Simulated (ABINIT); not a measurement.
# YAlS3 (Pm-3m): phonons by linear response, part 3 of 6

How does YAlS3 (Pm-3m) vibrate, and is this structure a minimum?

ABINIT 10.8.3; DFT LDA, scalar-relativistic, plane waves, PseudoDojo norm-conserving pseudopotentials.

So far. Step 5 (Self-consistent run for the response): The cell stands at -0.22 GPa: the relaxation ran with a smoothed and higher cutoff, and the difference is a stress of the finite basis. Step 6 (Linear response at Γ): The acoustic modes at Γ come out as far as 3.8 cm⁻¹ from zero, where they should vanish, a small numerical error. The lowest optical mode is imaginary, 169i cm⁻¹, an instability at this level and on this k mesh. The relaxed cell has a = 4.536 Å (conventional setting).

The structure was built from a prototype and need not be the compound's stable phase.

## Step 7: Modes with the sum rule

anaddb reads the merged derivatives and imposes the acoustic sum rule.

Input file anaddb.abi:

```
ddb_filepath "gamma_DDB"
output_file "anaddb.abo"
outdata_prefix "anaddb"
asr 1
chneut 1
enunit 2
eivec 1
nph1l 1
qph1l 0.0 0.0 0.0 1.0
```

Input file mrgddb.in:

```
gamma_DDB
merged
2
dfpt_gammao_DDB
gso_DDB
```

On the command line:

```bash
> mrgddb < mrgddb.in > mrgddb.log
> OMP_NUM_THREADS=1 anaddb anaddb.abi > anaddb.log
```

anaddb.abo, the main output file:

```text
-outvars_anaddb: echo values of input variables ----------------------

 Miscellaneous information :
      enunit         2
       eivec         1
         asr         1
 First list of wavevector (reduced coord.) :
       nph1l         1
       qph1l
                     0.00000000E+00  0.00000000E+00  0.00000000E+00    1.000E+00

================================================================================

 read the DDB information and perform some checks

  ==== Info on the Cryst% object ====
 Real(R)+Recip(G) space primitive vectors, cartesian coordinates (Bohr,Bohr^-1):
 R(1)=  8.5711725  0.0000000  0.0000000  G(1)=  0.1166702  0.0000000  0.0000000
 R(2)=  0.0000000  8.5711725  0.0000000  G(2)=  0.0000000  0.1166702  0.0000000
 R(3)=  0.0000000  0.0000000  8.5711725  G(3)=  0.0000000  0.0000000  0.1166702
 Unit cell volume ucvol=  6.2968118E+02 bohr^3
 Angles (23,13,12)=  9.00000000E+01  9.00000000E+01  9.00000000E+01 degrees
 Time-reversal symmetry is present
 Reduced atomic positions [iatom, xred, symbol]:
    1)    0.0000000  0.0000000  0.0000000   Y
    2)    0.5000000  0.5000000  0.5000000  Al
    3)    0.5000000  0.5000000  0.0000000   S
    4)    0.5000000  0.0000000  0.5000000   S
    5)    0.0000000  0.5000000  0.5000000   S

 DDB file with 3 blocks has been read.

================================================================================

 Treat the first list of vectors

  Phonon wavevector (reduced coordinates) :  0.00000  0.00000  0.00000
 Phonon energies in Hartree :
  -7.720333E-04 -7.720333E-04 -7.720333E-04 -7.246598E-04 -7.246598E-04
  -7.246598E-04 -1.573502E-08 -1.558908E-08 -1.514281E-08  4.728252E-04
   4.728252E-04  4.728252E-04  2.189206E-03  2.189206E-03  2.189206E-03
 Phonon energies in meV     :
- -2.100810E+01 -2.100810E+01 -2.100810E+01 -1.971900E+01 -1.971900E+01
- -1.971900E+01 -4.281716E-04 -4.242004E-04 -4.120570E-04  1.286623E+01
-  1.286623E+01  1.286623E+01  5.957132E+01  5.957132E+01  5.957132E+01
 Phonon frequencies in cm-1    :
- -1.694417E+02 -1.694417E+02 -1.694417E+02 -1.590444E+02 -1.590444E+02
- -1.590444E+02 -3.453437E-03 -3.421407E-03 -3.323464E-03  1.037731E+02
-  1.037731E+02  1.037731E+02  4.804751E+02  4.804751E+02  4.804751E+02
 Phonon frequencies in Thz     :
- -5.079735E+00 -5.079735E+00 -5.079735E+00 -4.768032E+00 -4.768032E+00
- -4.768032E+00 -1.035314E-04 -1.025712E-04 -9.963493E-05  3.111040E+00
-  3.111040E+00  3.111040E+00  1.440428E+01  1.440428E+01  1.440428E+01
 Phonon energies in Kelvin  :
- -2.437888E+02 -2.437888E+02 -2.437888E+02 -2.288295E+02 -2.288295E+02
- -2.288295E+02 -4.968725E-03 -4.922642E-03 -4.781723E-03  1.493064E+02
-  1.493064E+02  1.493064E+02  6.912964E+02  6.912964E+02  6.912964E+02

 Eigendisplacements
 (will be given, for each mode : in cartesian coordinates
   for each atom the real part of the displacement vector,
   then the imaginary part of the displacement vector - absolute values smaller than 1.0d-7 are set to zero)
  Mode number    1   Energy   -7.720333E-04
 Attention : low frequency mode.
   (Could be unstable or acoustic mode)
-  1  0.00000000E+00  0.00000000E+00  0.00000000E+00
-     0.00000000E+00  0.00000000E+00  0.00000000E+00
-  2  0.00000000E+00  0.00000000E+00  0.00000000E+00
-     0.00000000E+00  0.00000000E+00  0.00000000E+00
-  3  0.00000000E+00  1.43981347E-07  0.00000000E+00
-     0.00000000E+00  0.00000000E+00  0.00000000E+00
-  4  0.00000000E+00  0.00000000E+00  2.92470829E-03
-     0.00000000E+00  0.00000000E+00  0.00000000E+00
-  5  0.00000000E+00 -1.43981347E-07 -2.92470829E-03
-     0.00000000E+00  0.00000000E+00  0.00000000E+00
  Mode number    2   Energy   -7.720333E-04
 Attention : low frequency mode.
   (Could be unstable or acoustic mode)
-  1  0.00000000E+00  0.00000000E+00  0.00000000E+00
-     0.00000000E+00  0.00000000E+00  0.00000000E+00
-  2  0.00000000E+00  0.00000000E+00  0.00000000E+00
-     0.00000000E+00  0.00000000E+00  0.00000000E+00
-  3  0.00000000E+00  2.92470829E-03  0.00000000E+00
-     0.00000000E+00  0.00000000E+00  0.00000000E+00
-  4  0.00000000E+00  0.00000000E+00 -1.43981349E-07
-     0.00000000E+00  0.00000000E+00  0.00000000E+00
-  5  0.00000000E+00 -2.92470829E-03  1.43981349E-07
-     0.00000000E+00  0.00000000E+00  0.00000000E+00
  Mode number    3   Energy   -7.720333E-04
 Attention : low frequency mode.
   (Could be unstable or acoustic mode)
-  1  0.00000000E+00  0.00000000E+00  0.00000000E+00
-     0.00000000E+00  0.00000000E+00  0.00000000E+00
-  2  0.00000000E+00  0.00000000E+00  0.00000000E+00
-     0.00000000E+00  0.00000000E+00  0.00000000E+00
-  3  2.92470830E-03  0.00000000E+00  0.00000000E+00
-     0.00000000E+00  0.00000000E+00  0.00000000E+00
-  4 -2.92470830E-03  0.00000000E+00  0.00000000E+00
-     0.00000000E+00  0.00000000E+00  0.00000000E+00
-  5  0.00000000E+00  0.00000000E+00  0.00000000E+00
-     0.00000000E+00  0.00000000E+00  0.00000000E+00
  Mode number    4   Energy   -7.246598E-04
 Attention : low frequency mode.
   (Could be unstable or acoustic mode)
-  1  0.00000000E+00  0.00000000E+00 -1.66317602E-03
-     0.00000000E+00  0.00000000E+00  0.00000000E+00
-  2  0.00000000E+00  0.00000000E+00 -1.42702895E-04
-     0.00000000E+00  0.00000000E+00  0.00000000E+00
-  3  0.00000000E+00  0.00000000E+00  4.34025862E-04
-     0.00000000E+00  0.00000000E+00  0.00000000E+00
-  4  0.00000000E+00  0.00000000E+00  2.14859410E-03
-     0.00000000E+00  0.00000000E+00  0.00000000E+00
-  5  0.00000000E+00  0.00000000E+00  2.14859410E-03
-     0.00000000E+00  0.00000000E+00  0.00000000E+00
  Mode number    5   Energy   -7.246598E-04
 Attention : low frequency mode.
   (Could be unstable or acoustic mode)
-  1  0.00000000E+00  1.66317602E-03  0.00000000E+00
-     0.00000000E+00  0.00000000E+00  0.00000000E+00
-  2  0.00000000E+00  1.42702895E-04  0.00000000E+00
-     0.00000000E+00  0.00000000E+00  0.00000000E+00
-  3  0.00000000E+00 -2.14859410E-03  0.00000000E+00
-     0.00000000E+00  0.00000000E+00  0.00000000E+00
-  4  0.00000000E+00 -4.34025861E-04  0.00000000E+00
-     0.00000000E+00  0.00000000E+00  0.00000000E+00
-  5  0.00000000E+00 -2.14859410E-03  0.00000000E+00
-     0.00000000E+00  0.00000000E+00  0.00000000E+00
  Mode number    6   Energy   -7.246598E-04
 Attention : low frequency mode.
   (Could be unstable or acoustic mode)
-  1  1.66317602E-03  0.00000000E+00  0.00000000E+00
-     0.00000000E+00  0.00000000E+00  0.00000000E+00
-  2  1.42702895E-04  0.00000000E+00  0.00000000E+00
-     0.00000000E+00  0.00000000E+00  0.00000000E+00
-  3 -2.14859410E-03  0.00000000E+00  0.00000000E+00
-     0.00000000E+00  0.00000000E+00  0.00000000E+00
-  4 -2.14859410E-03  0.00000000E+00  0.00000000E+00
-     0.00000000E+00  0.00000000E+00  0.00000000E+00
-  5 -4.34025861E-04  0.00000000E+00  0.00000000E+00
-     0.00000000E+00  0.00000000E+00  0.00000000E+00
  Mode number    7   Energy   -1.573502E-08
 Attention : low frequency mode.
   (Could be unstable or acoustic mode)
-  1  0.00000000E+00  0.00000000E+00  1.60822785E-03
-     0.00000000E+00  0.00000000E+00  0.00000000E+00
-  2  0.00000000E+00  0.00000000E+00  1.60841362E-03
-     0.00000000E+00  0.00000000E+00  0.00000000E+00
-  3  0.00000000E+00  0.00000000E+00  1.60838521E-03
-     0.00000000E+00  0.00000000E+00  0.00000000E+00
-  4  0.00000000E+00  0.00000000E+00  1.60827914E-03
-     0.00000000E+00  0.00000000E+00  0.00000000E+00
-  5  0.00000000E+00  0.00000000E+00  1.60827914E-03
-     0.00000000E+00  0.00000000E+00  0.00000000E+00
  Mode number    8   Energy   -1.558908E-08
 Attention : low frequency mode.
   (Could be unstable or acoustic mode)
-  1  0.00000000E+00  1.60822785E-03  0.00000000E+00
-     0.00000000E+00  0.00000000E+00  0.00000000E+00
-  2  0.00000000E+00  1.60841362E-03  0.00000000E+00
-     0.00000000E+00  0.00000000E+00  0.00000000E+00
-  3  0.00000000E+00  1.60827914E-03  0.00000000E+00
-     0.00000000E+00  0.00000000E+00  0.00000000E+00
-  4  0.00000000E+00  1.60838521E-03  0.00000000E+00
-     0.00000000E+00  0.00000000E+00  0.00000000E+00
-  5  0.00000000E+00  1.60827914E-03  0.00000000E+00
-     0.00000000E+00  0.00000000E+00  0.00000000E+00
  Mode number    9   Energy   -1.514281E-08
 Attention : low frequency mode.
   (Could be unstable or acoustic mode)
-  1  1.60822785E-03  0.00000000E+00  0.00000000E+00
-     0.00000000E+00  0.00000000E+00  0.00000000E+00
-  2  1.60841362E-03  0.00000000E+00  0.00000000E+00
-     0.00000000E+00  0.00000000E+00  0.00000000E+00
-  3  1.60827914E-03  0.00000000E+00  0.00000000E+00
-     0.00000000E+00  0.00000000E+00  0.00000000E+00
-  4  1.60827914E-03  0.00000000E+00  0.00000000E+00
-     0.00000000E+00  0.00000000E+00  0.00000000E+00
-  5  1.60838521E-03  0.00000000E+00  0.00000000E+00
-     0.00000000E+00  0.00000000E+00  0.00000000E+00
  Mode number   10   Energy    4.728252E-04
-  1  0.00000000E+00  0.00000000E+00 -9.04281534E-04
-     0.00000000E+00  0.00000000E+00  0.00000000E+00
-  2  0.00000000E+00  0.00000000E+00  3.14885356E-03
-     0.00000000E+00  0.00000000E+00  0.00000000E+00
-  3  0.00000000E+00  0.00000000E+00  2.03258262E-03
-     0.00000000E+00  0.00000000E+00  0.00000000E+00
-  4  0.00000000E+00  0.00000000E+00 -1.08769036E-03
-     0.00000000E+00  0.00000000E+00  0.00000000E+00
-  5  0.00000000E+00  0.00000000E+00 -1.08769036E-03
-     0.00000000E+00  0.00000000E+00  0.00000000E+00
  Mode number   11   Energy    4.728252E-04
-  1  0.00000000E+00 -9.04281534E-04  0.00000000E+00
-     0.00000000E+00  0.00000000E+00  0.00000000E+00
-  2  0.00000000E+00  3.14885356E-03  0.00000000E+00
-     0.00000000E+00  0.00000000E+00  0.00000000E+00
-  3  0.00000000E+00 -1.08769036E-03  0.00000000E+00
-     0.00000000E+00  0.00000000E+00  0.00000000E+00
-  4  0.00000000E+00  2.03258262E-03  0.00000000E+00
-     0.00000000E+00  0.00000000E+00  0.00000000E+00
-  5  0.00000000E+00 -1.08769036E-03  0.00000000E+00
-     0.00000000E+00  0.00000000E+00  0.00000000E+00
  Mode number   12   Energy    4.728252E-04
-  1  9.04281534E-04  0.00000000E+00  0.00000000E+00
-     0.00000000E+00  0.00000000E+00  0.00000000E+00
-  2 -3.14885356E-03  0.00000000E+00  0.00000000E+00
-     0.00000000E+00  0.00000000E+00  0.00000000E+00
-  3  1.08769036E-03  0.00000000E+00  0.00000000E+00
-     0.00000000E+00  0.00000000E+00  0.00000000E+00
-  4  1.08769036E-03  0.00000000E+00  0.00000000E+00
-     0.00000000E+00  0.00000000E+00  0.00000000E+00
-  5 -2.03258262E-03  0.00000000E+00  0.00000000E+00
-     0.00000000E+00  0.00000000E+00  0.00000000E+00
  Mode number   13   Energy    2.189206E-03
-  1  0.00000000E+00  0.00000000E+00  8.37888856E-06
-     0.00000000E+00  0.00000000E+00  0.00000000E+00
-  2  0.00000000E+00  0.00000000E+00  2.79446574E-03
-     0.00000000E+00  0.00000000E+00  0.00000000E+00
-  3  0.00000000E+00  0.00000000E+00 -3.19392606E-03
-     0.00000000E+00  0.00000000E+00  0.00000000E+00
-  4  0.00000000E+00  0.00000000E+00  4.09670497E-04
-     0.00000000E+00  0.00000000E+00  0.00000000E+00
-  5  0.00000000E+00  0.00000000E+00  4.09670497E-04
-     0.00000000E+00  0.00000000E+00  0.00000000E+00
  Mode number   14   Energy    2.189206E-03
-  1  0.00000000E+00 -8.37888852E-06  0.00000000E+00
-     0.00000000E+00  0.00000000E+00  0.00000000E+00
-  2  2.66393759E-07 -2.79446573E-03  0.00000000E+00
-     0.00000000E+00  0.00000000E+00  0.00000000E+00
-  3  0.00000000E+00 -4.09670495E-04  0.00000000E+00
-     0.00000000E+00  0.00000000E+00  0.00000000E+00
-  4  0.00000000E+00  3.19392605E-03  0.00000000E+00
-     0.00000000E+00  0.00000000E+00  0.00000000E+00
-  5 -3.04473932E-07 -4.09670495E-04  0.00000000E+00
-     0.00000000E+00  0.00000000E+00  0.00000000E+00
  Mode number   15   Energy    2.189206E-03
-  1  8.37888852E-06  0.00000000E+00  0.00000000E+00
-     0.00000000E+00  0.00000000E+00  0.00000000E+00
-  2  2.79446573E-03  2.66393759E-07  0.00000000E+00
-     0.00000000E+00  0.00000000E+00  0.00000000E+00
-  3  4.09670495E-04  0.00000000E+00  0.00000000E+00
-     0.00000000E+00  0.00000000E+00  0.00000000E+00
-  4  4.09670495E-04 -3.04473932E-07  0.00000000E+00
-     0.00000000E+00  0.00000000E+00  0.00000000E+00
-  5 -3.19392605E-03  0.00000000E+00  0.00000000E+00
-     0.00000000E+00  0.00000000E+00  0.00000000E+00

 Analysis of degeneracies and characters (maximum tolerance=1.00E-06 a.u.)
 For each vibration mode, or group of modes if degenerate,
 the characters are given for each symmetry operation (see the list in the log file).
 Symmetry characters of vibration mode #   1
       degenerate with vibration modes #   2 to    3
  3.0 -3.0 -1.0  1.0 -1.0  1.0 -1.0  1.0 -1.0  1.0  1.0 -1.0 -1.0  1.0  1.0 -1.0
  0.0 -0.0 -0.0  0.0  0.0 -0.0 -0.0  0.0 -1.0  1.0  1.0 -1.0  1.0 -1.0 -1.0  1.0
  0.0 -0.0  0.0 -0.0 -0.0  0.0 -0.0  0.0 -1.0  1.0 -1.0  1.0  1.0 -1.0  1.0 -1.0
 Symmetry characters of vibration mode #   4
       degenerate with vibration modes #   5 to    6
  3.0 -3.0 -1.0  1.0 -1.0  1.0 -1.0  1.0  1.0 -1.0 -1.0  1.0  1.0 -1.0 -1.0  1.0
  0.0 -0.0  0.0 -0.0 -0.0  0.0 -0.0  0.0  1.0 -1.0 -1.0  1.0 -1.0  1.0  1.0 -1.0
  0.0 -0.0 -0.0  0.0 -0.0  0.0  0.0 -0.0  1.0 -1.0  1.0 -1.0 -1.0  1.0 -1.0  1.0
 Symmetry characters of vibration mode #   7
       degenerate with vibration modes #   8 to    9
  3.0 -3.0 -1.0  1.0 -1.0  1.0 -1.0  1.0  1.0 -1.0 -1.0  1.0  1.0 -1.0 -1.0  1.0
 -0.0  0.0 -0.0  0.0  0.0 -0.0  0.0 -0.0  1.0 -1.0 -1.0  1.0 -1.0  1.0  1.0 -1.0
 -0.0  0.0  0.0 -0.0  0.0 -0.0 -0.0  0.0  1.0 -1.0  1.0 -1.0 -1.0  1.0 -1.0  1.0
 Symmetry characters of vibration mode #  10
       degenerate with vibration modes #  11 to   12
  3.0 -3.0 -1.0  1.0 -1.0  1.0 -1.0  1.0  1.0 -1.0 -1.0  1.0  1.0 -1.0 -1.0  1.0
  0.0 -0.0  0.0 -0.0 -0.0  0.0 -0.0  0.0  1.0 -1.0 -1.0  1.0 -1.0  1.0  1.0 -1.0
  0.0 -0.0 -0.0  0.0 -0.0  0.0  0.0 -0.0  1.0 -1.0  1.0 -1.0 -1.0  1.0 -1.0  1.0
 Symmetry characters of vibration mode #  13
       degenerate with vibration modes #  14 to   15
  3.0 -3.0 -1.0  1.0 -1.0  1.0 -1.0  1.0  1.0 -1.0 -1.0  1.0  1.0 -1.0 -1.0  1.0
  0.0 -0.0  0.0 -0.0 -0.0  0.0 -0.0  0.0  1.0 -1.0 -1.0  1.0 -1.0  1.0  1.0 -1.0
  0.0 -0.0 -0.0  0.0 -0.0  0.0  0.0 -0.0  1.0 -1.0  1.0 -1.0 -1.0  1.0 -1.0  1.0
-
```

The job ended after 0.52 s (1 thread of Arm Neoverse V1, shared host).

No LO-TO term; unit eigenvectors of the mass-weighted matrix, from anaddb's displacements. The modes at Γ (shares of kinetic energy by element, %) (negative means imaginary):

| mode | frequency (cm⁻¹) | symmetry | Y % | Al % | S % |
| --- | --- | --- | --- | --- | --- |
| 1 | -169.4 | T2u | 0 | 0 | 100 |
| 2 | -169.4 | T2u | 0 | 0 | 100 |
| 3 | -169.4 | T2u | 0 | 0 | 100 |
| 4 | -159.0 | T1u | 45 | 0 | 55 |
| 5 | -159.0 | T1u | 45 | 0 | 55 |
| 6 | -159.0 | T1u | 45 | 0 | 55 |
| 7 | 0.0 | acoustic | 42 | 13 | 45 |
| 8 | 0.0 | acoustic | 42 | 13 | 45 |
| 9 | 0.0 | acoustic | 42 | 13 | 45 |
| 10 | 103.8 | T1u | 13 | 49 | 38 |
| 11 | 103.8 | T1u | 13 | 49 | 38 |
| 12 | 103.8 | T1u | 13 | 49 | 38 |
| 13 | 480.5 | T1u | 0 | 38 | 62 |
| 14 | 480.5 | T1u | 0 | 38 | 62 |
| 15 | 480.5 | T1u | 0 | 38 | 62 |

Displacements in mode 1 (-169.4 cm⁻¹), the largest set to 1:
```
Y1   0.00  0.00  0.00
Al2  0.00  0.00  0.00
S3   0.00  0.00  0.00
S4   0.00  0.00  1.00
S5   0.00  0.00 -1.00
```

Displacements in mode 4 (-159.0 cm⁻¹), the largest set to 1:
```
Y1   0.00  0.00 -0.77
Al2  0.00  0.00 -0.07
S3   0.00  0.00  0.20
S4   0.00  0.00  1.00
S5   0.00  0.00  1.00
```

The rule moves no optical mode by more than 0.1 cm⁻¹.

[end of part 3 of 6]

[Host names and launcher messages were left out of these logs when they were recorded.]

[Logs are printed without paths, hosts, clocks, repeated set-up lines and the standing remarks that a program may print on its own settings, such as how far it seeks lower states.]

[Hosts, paths, dates, database ids (printed as entryN), source tags and the programs' standing remarks are cut or masked in the printed files.]
